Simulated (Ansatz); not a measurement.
# Decaying states in the gap of ScSbSe3, part 2 of 3

Aim: relax a made-up compound, ScSbSe3, and see how good a tunnel barrier it would be. It is built by putting Sb for Bi, Se for O in the ScBiO3 structure of space group R3c, with the volume rescaled by atomic radii. The parent structure comes from the Materials Project.

Ansatz 0.2.0; PBE DFT, plane waves, PAW files (the session's first sound run).

So far. Step 2 (Relaxing the new crystal): The largest force component on a free atom ends at 8.8e-4 eV/Å.

The structure was built from a prototype and need not be the compound's stable phase.

## 3. The bulk crystal and its band edges

The energy window and the wavevectors of the next steps follow from the band edges, so these are searched first, off the mesh as well.

Contents of input.yaml:

```yaml
crystal:
  lattice:
    - [3.5549197586, 2.0524338796, 6.2961399579]
    - [-3.5549197586, 2.0524338796, 6.2961399579]
    - [0.0, -4.1048677592, 6.2961399579]
  atoms:
    - { symbol: Sc, position: [0.207973403, 0.207973403, 0.207973403] }
    - { symbol: Sc, position: [0.707973403, 0.707973403, 0.707973403] }
    - { symbol: Sb, position: [0.0229563333, 0.0229563333, 0.0229563333] }
    - { symbol: Sb, position: [0.5229563333, 0.5229563333, 0.5229563333] }
    - { symbol: Se, position: [0.4352866209, 0.8378328695, 0.0743757733] }
    - { symbol: Se, position: [0.3378328695, 0.9352866209, 0.5743757733] }
    - { symbol: Se, position: [0.9352866209, 0.5743757733, 0.3378328695] }
    - { symbol: Se, position: [0.8378328695, 0.0743757733, 0.4352866209] }
    - { symbol: Se, position: [0.0743757733, 0.4352866209, 0.8378328695] }
    - { symbol: Se, position: [0.5743757733, 0.3378328695, 0.9352866209] }
kpoints:
  mp_grid: { grid: [4, 4, 4] }
  band_path: { path: [VBM, CBM], npoints: 30 }
scf:
  occupations: { method: fixed }
hamiltonian:
  xc: pbe
output:
  eigenvalues: true
  write_potential: true
  write_density: true
  volumetric_format: npy
```

Launch:

```
$ ansatz run input.yaml --threads 2 --pin off --max-ram 4096MiB --backend cpu --events-out ev --progress --plain --runs-dir out
```

Numbers of over 12 decimals in the logs are rounded to 6 here.

What it wrote:

```text
[...]
Crystal: 10 atoms, lattice volume = 275.629 Å³
Basis set: ecut = 420 eV, 5403 PW (Γ)
Bands: 89, of which v1, the nominal top of the filled ones, is band 74 counted from 1 (73 counted from 0)
Symmetry: 6 space group operations
[...]
k-points: 13 of 64 (time reversal used)
[...]
SCF iter   1: F=—  HF=-50064.356326 eV  |F-HF|=—  |Δ(HF+E_count)|=         —  Δρ=1.46e-3  dr2=6.64e-3  ethr=1.77e-3  ⟨swp⟩=5.0  Hψ=3592  notcnv=0  defer=156
[...]
SCF iter   8: F=-50064.356104 eV  HF=-50064.356104 eV  |F-HF|=6.83e-8  |Δ(HF+E_count)|=   1.76e-7  Δρ=3.24e-6  dr2=3.87e-8  ethr=6.76e-11  ⟨swp⟩=7.9  Hψ=4551  notcnv=0
SCF 1 converged in 8 iterations: F = -50064.356104 eV  dr2 = 3.87e-8
[...]
NSCF: frozen V_eff on 32 k-points
[...]
SCF converged after 8 iterations
Free energy (F): -50064.356104 eV
[...]
Internal energy: -50064.356104 eV  (E = F + TS)
E sigma→0 (E₀):  -50064.356104 eV
Fermi energy:    7.460167 eV
[...]
--- Band table (eV; the first three rows and the last of 13) ---
  k-point 0: bands = [... 70 lower, 6.8988, 6.8988, 7.2106, 7.3561, 8.6133, 8.6133, 9.0024, 9.2756, ... 11 higher]
  k-point 1: bands = [... 70 lower, 6.5487, 6.6034, 6.9396, 7.4602, 8.6727, 8.7327, 9.2229, 9.2509, ... 11 higher]
  k-point 2: bands = [... 70 lower, 6.2876, 6.2876, 6.9453, 6.9453, 8.9818, 8.9818, 9.0622, 9.0622, ... 11 higher]
  k-point 12: bands = [... 70 lower, 6.2629, 6.2629, 6.6748, 6.6748, 9.3936, 9.3936, 9.3936, 9.3936, ... 11 higher]
```

The job ended after 4.1 min (2 threads of Arm Neoverse V1, shared host; peak memory 0.84 GiB; 8.2 min of CPU time).

In the SCF lines HF is the Harris–Foulkes energy and dr2 the Hartree energy of the density residual, in eV; the loop may stop once dr2 is under the threshold and the program's other checks hold. Hψ counts applications of the Hamiltonian.

This step gave:

```yaml
fermi_energy: 7.460 eV
gap_on_the_k_mesh: 1.065 eV
gap_on_path: 1.024 eV, by band count; negative where bands overlap
direct_gap_on_path: 1.102 eV
edge_places_on_path: 0, 0.3089 1/A along the path
```

Electronic bands along the path, in eV, zero at the Fermi level (highest filled level under fixed occupations); # counts the bands kept:

```tsv
point	#15	#16	#17	#18	#19	#20	#21	#22
VBM	-0.92	-0.83	-0.54	0.03	1.18	1.27	1.66	1.82
halfway	-0.95	-0.80	-0.49	-0.01	1.09	1.38	1.70	1.81
CBM	-0.98	-0.97	-0.60	-0.10	1.05	1.63	1.66	1.82
```

The searched edges give 1.02 eV, under the 1.06 eV of the mesh, which misses an edge.

## 4. Decaying states in the gap, plane (101), k-mesh 4×4×4

This step: PBE DFT, plane waves, PAW files; complex bands by layer matching along the plane's normal (Ansatz 0.2.0).

The same crystal is laid in a cell whose first two vectors span the (101) plane (indices of the standard conventional cell, whose axes can be ordered otherwise than in the bulk input). At fixed energy and wavevector in the plane the solver finds all kz, real and complex. A few wavevectors are listed, (0, 0) and (0.25, 0) in units of the plane's reciprocal vectors; the slowest state needn't be among them.

Contents of input.yaml:

```yaml
crystal:
  lattice:
    - [7.516070628, 0.0, 0.0]
    - [3.362782261, 6.264304704, 0.0]
    - [3.362782261, 2.229553814, 5.854109942]
  atoms:
    - { symbol: Sc, position: [0.623920209, 0.792026597, 0.792026597] }
    - { symbol: Sc, position: [0.123920209, 0.292026597, 0.292026597] }
    - { symbol: Sb, position: [0.0688689999, 0.9770436667, 0.9770436667] }
    - { symbol: Sb, position: [0.5688689999, 0.4770436667, 0.4770436667] }
    - { symbol: Se, position: [0.3474952637, 0.1621671305, 0.9256242267] }
    - { symbol: Se, position: [0.8474952637, 0.0647133791, 0.4256242267] }
    - { symbol: Se, position: [0.8474952637, 0.4256242267, 0.6621671305] }
    - { symbol: Se, position: [0.3474952637, 0.9256242267, 0.5647133791] }
    - { symbol: Se, position: [0.3474952637, 0.5647133791, 0.1621671305] }
    - { symbol: Se, position: [0.8474952637, 0.6621671305, 0.0647133791] }
kpoints:
  mp_grid: { grid: [4, 4, 4] }
scf:
  occupations: { method: fixed }
hamiltonian:
  xc: pbe
output:
  eigenvalues: true
  transmission:
    leads: [[0, 0]]
    kpoints: [[0.0, 0.0], [0.25, 0.0]]
    e_range: [-1.0, 2.02]
    de: 0.08
```

What it wrote:

```text
[...]
Crystal: 10 atoms, lattice volume = 275.629 Å³
Basis set: ecut = 420 eV, 5403 PW (Γ)
Bands: 89, of which v1, the nominal top of the filled ones, is band 74 counted from 1 (73 counted from 0)
Symmetry: 6 space group operations
[...]
k-points: 13 of 64 (time reversal used)
[...]
SCF iter   1: F=—  HF=-50064.356291 eV  |F-HF|=—  |Δ(HF+E_count)|=         —  Δρ=1.46e-3  dr2=6.63e-3  ethr=1.77e-3  ⟨swp⟩=5.0  Hψ=3592  notcnv=0  defer=157
[...]
SCF iter   8: F=-50064.356105 eV  HF=-50064.356105 eV  |F-HF|=6.83e-8  |Δ(HF+E_count)|=   1.88e-7  Δρ=3.19e-6  dr2=3.81e-8  ethr=6.76e-11  ⟨swp⟩=7.8  Hψ=4539  notcnv=0
SCF 1 converged in 8 iterations: F = -50064.356105 eV  dr2 = 3.81e-8
[...]
transmission: 10 of 20 steps passed
transmission: 20 of 20 steps passed
SCF converged after 8 iterations
Free energy (F): -50064.356105 eV
[...]
Internal energy: -50064.356105 eV  (E = F + TS)
E sigma→0 (E₀):  -50064.356105 eV
Fermi energy:    7.460167 eV
[...]
--- Band table (eV; the first three rows and the last of 13) ---
  k-point 0: bands = [... 70 lower, 6.8988, 6.8988, 7.2106, 7.3561, 8.6133, 8.6133, 9.0024, 9.2756, ... 11 higher]
  k-point 1: bands = [... 70 lower, 6.5487, 6.6034, 6.9396, 7.4602, 8.6727, 8.7327, 9.2229, 9.2509, ... 11 higher]
  k-point 2: bands = [... 70 lower, 6.2876, 6.2876, 6.9453, 6.9453, 8.9818, 8.9818, 9.0622, 9.0622, ... 11 higher]
  k-point 12: bands = [... 70 lower, 6.2629, 6.2629, 6.6748, 6.6748, 9.3936, 9.3936, 9.3936, 9.3936, ... 11 higher]
--- Transmission ---
  basis      : 409 plane waves across, 10 finite elements along
  points     : 2, as listed
  energies   : 38 from -1.000000 to 1.960000 eV about the Fermi level, 0.080000 eV apart; the leads are filled to 0.532439 eV, and channels, transmission and decay are at 0.520000 eV
  crystal 0  : Sc2Se6Sb2, at the sites [0, 0], period 5.8541 Å: whole cells are its period
    offset         : up to 0.0000 Å between an atom of the period and one for which it stands
    channels       : 0.000000e0 a spin
    conductance    : none, the energies end too early or step too widely for 300 K: set another output.transmission.e_range or a lower de, or, where they end at an eighth of basis.ecutwfc, a higher one
    slowest decay  : 0.1816 /Å at (0.0000, 0.0000)
```

Wall time 3.6 min (2 threads); peak memory 1.7 GiB.

Numbers from this step:

```yaml
level_to_which_the_leads_are_filled: 0.5324 eV from the Fermi level
decay_constant_at_the_filling_level_zone_centre: 0.1816 Å⁻¹
decay_constant_at_the_filling_level_slowest_listed_point: 0.1816 Å⁻¹
```

K parallel (0, 0); values up to 1.5 1/Å, a degenerate pair printed once or twice; energies at which all values exceed this have no row. Im kz of the slowest decaying states against energy, zero at the highest filled level on the SCF mesh:

```tsv
energy (eV)	decay 1 (Å⁻¹)	decay 2 (Å⁻¹)	decay 3 (Å⁻¹)	decay 4 (Å⁻¹)
-1.00	0.121	0.187	0.205	0.481
-0.76	0.0914	0.201	0.251	0.509
-0.60	0.242	0.279	0.524	0.577
-0.36	0.0687	0.146	0.272	0.322
-0.12	0.160	0.242	0.346	0.359
-0.04	0.129	0.236	0.365	0.369
0.04	0.0610	0.152	0.235	0.377
0.28	0.149	0.187	0.234	0.392
0.44	0.173	0.197	0.232	0.394
0.68	0.191	0.200	0.220	0.385
0.92	0.180	0.188	0.189	0.356
1.08	0.123	0.132	0.172	0.318
1.32	0.172	0.182	0.223	0.357
1.56	0.0209	0.159	0.256	0.270
1.72	0.0899	0.217	0.219	0.246
1.96	0.0952	0.141	0.170	0.172
```

K parallel (0, 0). Table of Re kz of states that move upwards by energy, zero at the highest filled level on the SCF mesh:

```tsv
energy (eV)	channel 1 (Å⁻¹)	channel 2 (Å⁻¹)	channel 3 (Å⁻¹)	channel 4 (Å⁻¹)
-1.00	-0.363	-0.346	-	-
-0.76	-0.207	-0.141	-	-
-0.60	-0.307	-0.0804	-0.0498	0.491
-0.36	-0.470	-0.202	-	-
-0.12	-0.367	-0.0536	0.120	-
-0.04	-0.317	0.179	-	-
0.04	-	-	-	-
0.28	-	-	-	-
0.44	-	-	-	-
0.68	-	-	-	-
0.92	-	-	-	-
1.08	-	-	-	-
1.32	0.312	0.376	-	-
1.56	0.0725	-	-	-
1.72	-0.404	-0.393	0.226	-
1.96	0.0997	0.364	-	-
```

K parallel (0.25, 0); values up to 1.5 1/Å, a degenerate pair printed once or twice; energies at which all values exceed this have no row. Im kz of the slowest decaying states against energy, zero at the highest filled level on the SCF mesh:

```tsv
energy (eV)	decay 1 (Å⁻¹)	decay 2 (Å⁻¹)	decay 3 (Å⁻¹)	decay 4 (Å⁻¹)
-1.00	0.0503	0.127	0.159	0.173
-0.76	0.0655	0.0905	0.145	0.149
-0.60	0.0884	0.0953	0.105	0.165
-0.36	0.132	0.181	0.349	0.392
-0.12	0.126	0.180	0.198	0.210
-0.04	0.0732	0.142	0.205	0.205
0.04	0.112	0.154	0.213	0.225
0.28	0.164	0.179	0.227	0.252
0.44	0.181	0.188	0.229	0.258
0.68	0.161	0.192	0.248	0.259
0.92	0.100	0.187	0.250	0.263
1.08	0.178	0.238	0.255	0.259
1.32	0.150	0.197	0.206	0.226
1.56	0.0428	0.0784	0.157	0.178
1.72	0.0392	0.117	0.149	0.185
1.96	0.0348	0.104	0.117	0.131
```

K parallel (0.25, 0). Table of Re kz of states that move upwards by energy, zero at the highest filled level on the SCF mesh:

```tsv
energy (eV)	channel 1 (Å⁻¹)	channel 2 (Å⁻¹)	channel 3 (Å⁻¹)	channel 4 (Å⁻¹)
-1.00	-0.269	-0.182	-	-
-0.76	0.482	-	-	-
-0.60	-0.522	-	-	-
-0.36	-0.371	0.00591	0.0165	-
-0.12	0.199	-	-	-
-0.04	-	-	-	-
0.04	-	-	-	-
0.28	-	-	-	-
0.44	-	-	-	-
0.68	-	-	-	-
0.92	-	-	-	-
1.08	0.276	-	-	-
1.32	0.400	-	-	-
1.56	-0.398	-0.319	-	-
1.72	-0.524	-0.194	-0.152	-
1.96	-0.501	-	-	-
```

At the listed wavevectors the last open channel is at -0.04 eV and the next at +1.08 eV on the grid. At +0.52 eV, the grid energy nearest the filling level (the middle of the gap on the SCF mesh), the slowest state at the listed wavevectors decays with κ = 0.182 Å⁻¹, its amplitude falling by e over 5.5 Å. Through 1 nm of this crystal that state's transmission falls by exp(−2 × 0.182 Å⁻¹ × 10 Å) = 0.026.

## 5. Decaying states in the gap, plane (001), k-mesh 6×6×6

The same for the (001) plane, at (0, 0) and (0, 0.2812), to see how the decay depends on direction.

Contents of input.yaml:

```yaml
crystal:
  lattice:
    - [7.109839517, 0.0, 0.0]
    - [3.554919759, 6.157301639, 0.0]
    - [3.554919759, -2.05243388, 6.296139958]
  atoms:
    - { symbol: Sc, position: [0.415946806, 0.792026597, 0.376079791] }
    - { symbol: Sc, position: [0.415946806, 0.292026597, 0.876079791] }
    - { symbol: Sb, position: [0.0459126666, 0.9770436667, 0.9311310001] }
    - { symbol: Sb, position: [0.0459126666, 0.4770436667, 0.4311310001] }
    - { symbol: Se, position: [0.2731194904, 0.1621671305, 0.6525047363] }
    - { symbol: Se, position: [0.2731194904, 0.0647133791, 0.1525047363] }
    - { symbol: Se, position: [0.5096623942, 0.4256242267, 0.1525047363] }
    - { symbol: Se, position: [0.9122086428, 0.9256242267, 0.6525047363] }
    - { symbol: Se, position: [0.5096623942, 0.5647133791, 0.6525047363] }
    - { symbol: Se, position: [0.9122086428, 0.6621671305, 0.1525047363] }
kpoints:
  mp_grid: { grid: [6, 6, 6] }
scf:
  occupations: { method: fixed }
hamiltonian:
  xc: pbe
output:
  eigenvalues: true
  transmission:
    leads: [[0, 0]]
    kpoints: [[0.0, 0.0], [0.0, 0.2812]]
    e_range: [-1.0, 2.02]
    de: 0.08
```

What it wrote:

```text
[...]
Crystal: 10 atoms, lattice volume = 275.629 Å³
Basis set: ecut = 420 eV, 5403 PW (Γ)
Bands: 89, of which v1, the nominal top of the filled ones, is band 74 counted from 1 (73 counted from 0)
Symmetry: 6 space group operations
[...]
k-points: 32 of 216 (time reversal used)
[...]
SCF iter   1: F=—  HF=-50064.355479 eV  |F-HF|=—  |Δ(HF+E_count)|=         —  Δρ=1.47e-3  dr2=6.64e-3  ethr=1.77e-3  ⟨swp⟩=5.0  Hψ=8842  notcnv=0  defer=399
[...]
SCF iter   8: F=-50064.355264 eV  HF=-50064.355264 eV  |F-HF|=6.73e-8  |Δ(HF+E_count)|=   1.66e-7  Δρ=3.23e-6  dr2=3.85e-8  ethr=6.76e-11  ⟨swp⟩=7.9  Hψ=10913  notcnv=0
SCF 1 converged in 8 iterations: F = -50064.355264 eV  dr2 = 3.85e-8
[...]
transmission: 10 of 20 steps passed
transmission: 20 of 20 steps passed
SCF converged after 8 iterations
Free energy (F): -50064.355264 eV
[...]
Internal energy: -50064.355264 eV  (E = F + TS)
E sigma→0 (E₀):  -50064.355264 eV
Fermi energy:    7.473409 eV
[...]
--- Band table (eV; the first three rows and the last of 32) ---
  k-point 0: bands = [... 70 lower, 6.8989, 6.8989, 7.2107, 7.3562, 8.6135, 8.6135, 9.0028, 9.2759, ... 11 higher]
  k-point 1: bands = [... 70 lower, 6.7605, 6.7605, 7.1307, 7.1788, 8.9313, 8.9313, 9.1669, 9.2670, ... 11 higher]
  k-point 2: bands = [... 70 lower, 6.5152, 6.5152, 6.8259, 6.8780, 9.2975, 9.2975, 9.4337, 9.4337, ... 11 higher]
  k-point 31: bands = [... 70 lower, 6.2526, 6.2526, 6.7655, 6.7655, 8.8613, 8.8613, 9.1615, 9.1615, ... 11 higher]
--- Transmission ---
  basis      : 379 plane waves across, 10 finite elements along
  points     : 2, as listed
[...]
crystal 0  : Sb2Se6Sc2, at the sites [0, 0], period 6.2961 Å: whole cells are its period
[...]
channels       : 0.000000e0 a spin
[...]
slowest decay  : 0.1838 /Å at (0.0000, 0.0000)
```

Wall time 3.5 min (2 threads); peak memory 1.5 GiB.

Numbers from this step:

- free energy: -50064.3553 eV
- Fermi energy: 7.473 eV
- gap on the k-mesh: 1.061 eV
- level to which the leads are filled: 0.5305 eV from the Fermi level
- decay constant at the filling level, zone centre: 0.1838 Å⁻¹
- decay constant at the filling level, slowest listed point: 0.1838 Å⁻¹

K parallel (0, 0); values up to 1.5 1/Å, a degenerate pair printed once or twice; energies at which all values exceed this have no row. Im kz of the slowest decaying states against energy, zero at the highest filled level on the SCF mesh:

```tsv
energy (eV)	decay 1 (Å⁻¹)	decay 2 (Å⁻¹)	decay 3 (Å⁻¹)	decay 4 (Å⁻¹)
-1.00	0.133	0.148	0.198	0.822
-0.84	0.0692	0.161	0.228	0.799
-0.68	0.180	0.255	0.775	0.931
-0.52	0.0885	0.191	0.282	0.750
-0.44	0.131	0.193	0.294	0.737
-0.28	0.172	0.180	0.316	0.708
-0.12	0.192	0.196	0.333	0.678
-0.04	0.102	0.197	0.221	0.341
0.04	0.143	0.200	0.242	0.347
0.20	0.196	0.201	0.277	0.359
0.36	0.195	0.231	0.310	0.367
0.44	0.190	0.245	0.296	0.368
0.60	0.176	0.268	0.268	0.376
0.76	0.154	0.252	0.285	0.379
0.92	0.122	0.234	0.296	0.380
1.08	0.0662	0.212	0.301	0.377
1.24	0.180	0.300	0.370	0.443
1.40	0.128	0.287	0.352	0.435
1.48	0.0821	0.275	0.336	0.431
1.64	0.227	0.275	0.410	0.421
1.80	0.106	0.368	0.410	0.440
1.96	0.136	0.384	0.400	0.418
```

K parallel (0, 0). Table of Re kz of states that move upwards by energy, zero at the highest filled level on the SCF mesh:

```tsv
energy (eV)	channel 1 (Å⁻¹)	channel 2 (Å⁻¹)	channel 3 (Å⁻¹)	channel 4 (Å⁻¹)	channel 5 (Å⁻¹)	channel 6 (Å⁻¹)	channel 7 (Å⁻¹)
-1.00	-0.359	-0.359	-	-	-	-	-
-0.76	-0.443	-0.405	-0.201	-0.201	-	-	-
-0.60	-0.335	-0.309	-0.0645	-0.0645	-	-	-
-0.36	-0.199	-0.182	-	-	-	-	-
-0.12	-0.0197	-	-	-	-	-	-
-0.04	-	-	-	-	-	-	-
0.04	-	-	-	-	-	-	-
0.28	-	-	-	-	-	-	-
0.44	-	-	-	-	-	-	-
0.68	-	-	-	-	-	-	-
0.92	-	-	-	-	-	-	-
1.08	-	-	-	-	-	-	-
1.32	0.121	0.121	-	-	-	-	-
1.56	0.0673	0.196	0.196	-	-	-	-
1.72	0.182	0.241	0.241	-	-	-	-
1.96	-0.432	-0.432	0.219	0.317	0.332	0.332	-
```

K parallel (0, 0.2812); values up to 1.5 1/Å, a degenerate pair printed once or twice; energies at which all values exceed this have no row. The Im kz of the slowest decaying states by energy, zero at the highest filled level on the SCF mesh:

```tsv
energy (eV)	decay 1 (Å⁻¹)	decay 2 (Å⁻¹)	decay 3 (Å⁻¹)	decay 4 (Å⁻¹)
-1.00	0.131	0.236	0.248	0.303
-0.76	0.0789	0.122	0.153	0.155
-0.60	0.143	0.146	0.149	0.193
-0.36	0.181	0.197	0.201	0.225
-0.12	0.223	0.242	0.276	0.280
-0.04	0.227	0.246	0.271	0.298
0.04	0.0826	0.230	0.250	0.262
0.28	0.217	0.222	0.227	0.268
0.44	0.197	0.219	0.247	0.287
0.68	0.162	0.197	0.243	0.323
0.92	0.103	0.158	0.217	0.347
1.08	0.115	0.190	0.320	0.329
1.32	0.148	0.243	0.256	0.310
1.56	0.0393	0.0812	0.133	0.256
1.72	0.0179	0.117	0.146	0.234
1.96	0.0385	0.0707	0.0957	0.128
```

K parallel (0, 0.2812). The Re kz of states that move upwards by energy, zero at the highest filled level on the SCF mesh:

```tsv
energy (eV)	channel 1 (Å⁻¹)	channel 2 (Å⁻¹)	channel 3 (Å⁻¹)	channel 4 (Å⁻¹)
-1.00	-0.250	-0.167	-0.0412	-
-0.84	-	-	-	-
-0.68	-	-	-	-
-0.52	0.325	-	-	-
-0.44	0.494	-	-	-
-0.28	-0.284	-	-	-
-0.12	-0.160	-	-	-
-0.04	-0.0948	-	-	-
0.04	-	-	-	-
0.20	-	-	-	-
0.36	-	-	-	-
0.44	-	-	-	-
0.60	-	-	-	-
0.76	-	-	-	-
0.92	-	-	-	-
1.08	-0.0816	-	-	-
1.24	0.0503	0.129	-	-
1.40	0.167	0.231	-	-
1.48	0.225	0.267	-	-
1.64	-0.306	-0.0117	0.285	-
1.80	-0.201	0.00509	0.215	0.359
1.96	0.192	-	-	-
```

At the listed wavevectors the last open channel is at -0.04 eV and the next at +1.08 eV on the grid. At +0.52 eV, the grid energy nearest the filling level (the middle of the gap on the SCF mesh), the slowest state at the listed wavevectors decays with κ = 0.184 Å⁻¹, its amplitude falling by e over 5.4 Å; the first such run, plane (101), gave 0.182 Å⁻¹.

## 6. Band edges at another level

This step: PBEsol DFT, plane waves, PAW files (Ansatz 0.2.0).

The edges again with PBEsol, at the same atoms.

Contents of input.yaml:

```yaml
crystal:
  lattice:
    - [3.5549197586, 2.0524338796, 6.2961399579]
    - [-3.5549197586, 2.0524338796, 6.2961399579]
    - [0.0, -4.1048677592, 6.2961399579]
  atoms:
    - { symbol: Sc, position: [0.207973403, 0.207973403, 0.207973403] }
    - { symbol: Sc, position: [0.707973403, 0.707973403, 0.707973403] }
    - { symbol: Sb, position: [0.0229563333, 0.0229563333, 0.0229563333] }
    - { symbol: Sb, position: [0.5229563333, 0.5229563333, 0.5229563333] }
    - { symbol: Se, position: [0.4352866209, 0.8378328695, 0.0743757733] }
    - { symbol: Se, position: [0.3378328695, 0.9352866209, 0.5743757733] }
    - { symbol: Se, position: [0.9352866209, 0.5743757733, 0.3378328695] }
    - { symbol: Se, position: [0.8378328695, 0.0743757733, 0.4352866209] }
    - { symbol: Se, position: [0.0743757733, 0.4352866209, 0.8378328695] }
    - { symbol: Se, position: [0.5743757733, 0.3378328695, 0.9352866209] }
kpoints:
  mp_grid: { grid: [4, 4, 4] }
  band_path: { path: [VBM, CBM], npoints: 30 }
scf:
  occupations: { method: fixed }
hamiltonian:
  xc: pbesol
output:
  eigenvalues: true
```

What it wrote:

```text
[...]
Crystal: 10 atoms, lattice volume = 275.629 Å³
Basis set: ecut = 420 eV, 5403 PW (Γ)
Bands: 89, of which v1, the nominal top of the filled ones, is band 74 counted from 1 (73 counted from 0)
Symmetry: 6 space group operations
[...]
k-points: 13 of 64 (time reversal used)
[...]
SCF iter   1: F=—  HF=-49593.286120 eV  |F-HF|=—  |Δ(HF+E_count)|=         —  Δρ=2.79e-3  dr2=2.76e-2  ethr=1.77e-3  ⟨swp⟩=5.0  Hψ=3591  notcnv=0  defer=156
[...]
SCF iter   8: F=-49593.276848 eV  HF=-49593.276848 eV  |F-HF|=6.25e-8  |Δ(HF+E_count)|=   7.63e-7  Δρ=2.61e-6  dr2=3.35e-8  ethr=6.76e-11  ⟨swp⟩=9.8  Hψ=4272  notcnv=0
SCF 1 converged in 8 iterations: F = -49593.276848 eV  dr2 = 3.35e-8
[...]
SCF converged after 8 iterations
Free energy (F): -49593.276848 eV
[...]
Internal energy: -49593.276848 eV  (E = F + TS)
E sigma→0 (E₀):  -49593.276848 eV
Fermi energy:    7.338332 eV
[...]
--- Band table (eV; the first three rows and the last of 13) ---
  k-point 0: bands = [... 70 lower, 6.7832, 6.7832, 7.0837, 7.2187, 8.4504, 8.4504, 8.8484, 9.1302, ... 11 higher]
  k-point 1: bands = [... 70 lower, 6.4273, 6.4812, 6.8047, 7.3383, 8.5080, 8.5700, 9.0743, 9.0959, ... 11 higher]
  k-point 2: bands = [... 70 lower, 6.1610, 6.1610, 6.8150, 6.8150, 8.8214, 8.8214, 8.9052, 8.9052, ... 11 higher]
  k-point 12: bands = [... 70 lower, 6.1393, 6.1393, 6.5243, 6.5243, 9.2466, 9.2466, 9.2466, 9.2466, ... 11 higher]
```

It took 3.9 min on 2 threads; peak memory 0.84 GiB; 7.7 min of CPU time.

This step gave:

- free energy: -49593.2768 eV
- Fermi energy: 7.338 eV
- gap on the k-mesh: 1.019 eV
- gap on path: 0.9772 eV, by band count; negative where bands overlap
- direct gap on path: 1.057 eV

The electronic bands at the labelled points (eV, zero at the Fermi level (highest filled level under fixed occupations); # counts the bands kept):

```tsv
point	#15	#16	#17	#18	#19	#20	#21	#22
VBM	-0.93	-0.83	-0.56	0.03	1.14	1.23	1.63	1.79
halfway	-0.95	-0.80	-0.51	-0.01	1.04	1.34	1.67	1.78
CBM	-0.98	-0.98	-0.61	-0.10	1.00	1.60	1.62	1.79
```

The searched edges give 0.977 eV, under the 1.02 eV of the mesh, which misses an edge.

For the gap on the k-mesh, step 3 gave 1.06 eV; this run, with PBEsol, gives 1.02 eV.

(Part 2 of 3 ends here.)

[Logs are printed without paths, hosts, clocks, repeated set-up lines and the standing remarks that a program may print on its own settings, such as how far it seeks lower states.]

[Hosts, paths, dates, database ids (printed as entryN), source tags and the programs' standing remarks are cut or masked in the printed files.]
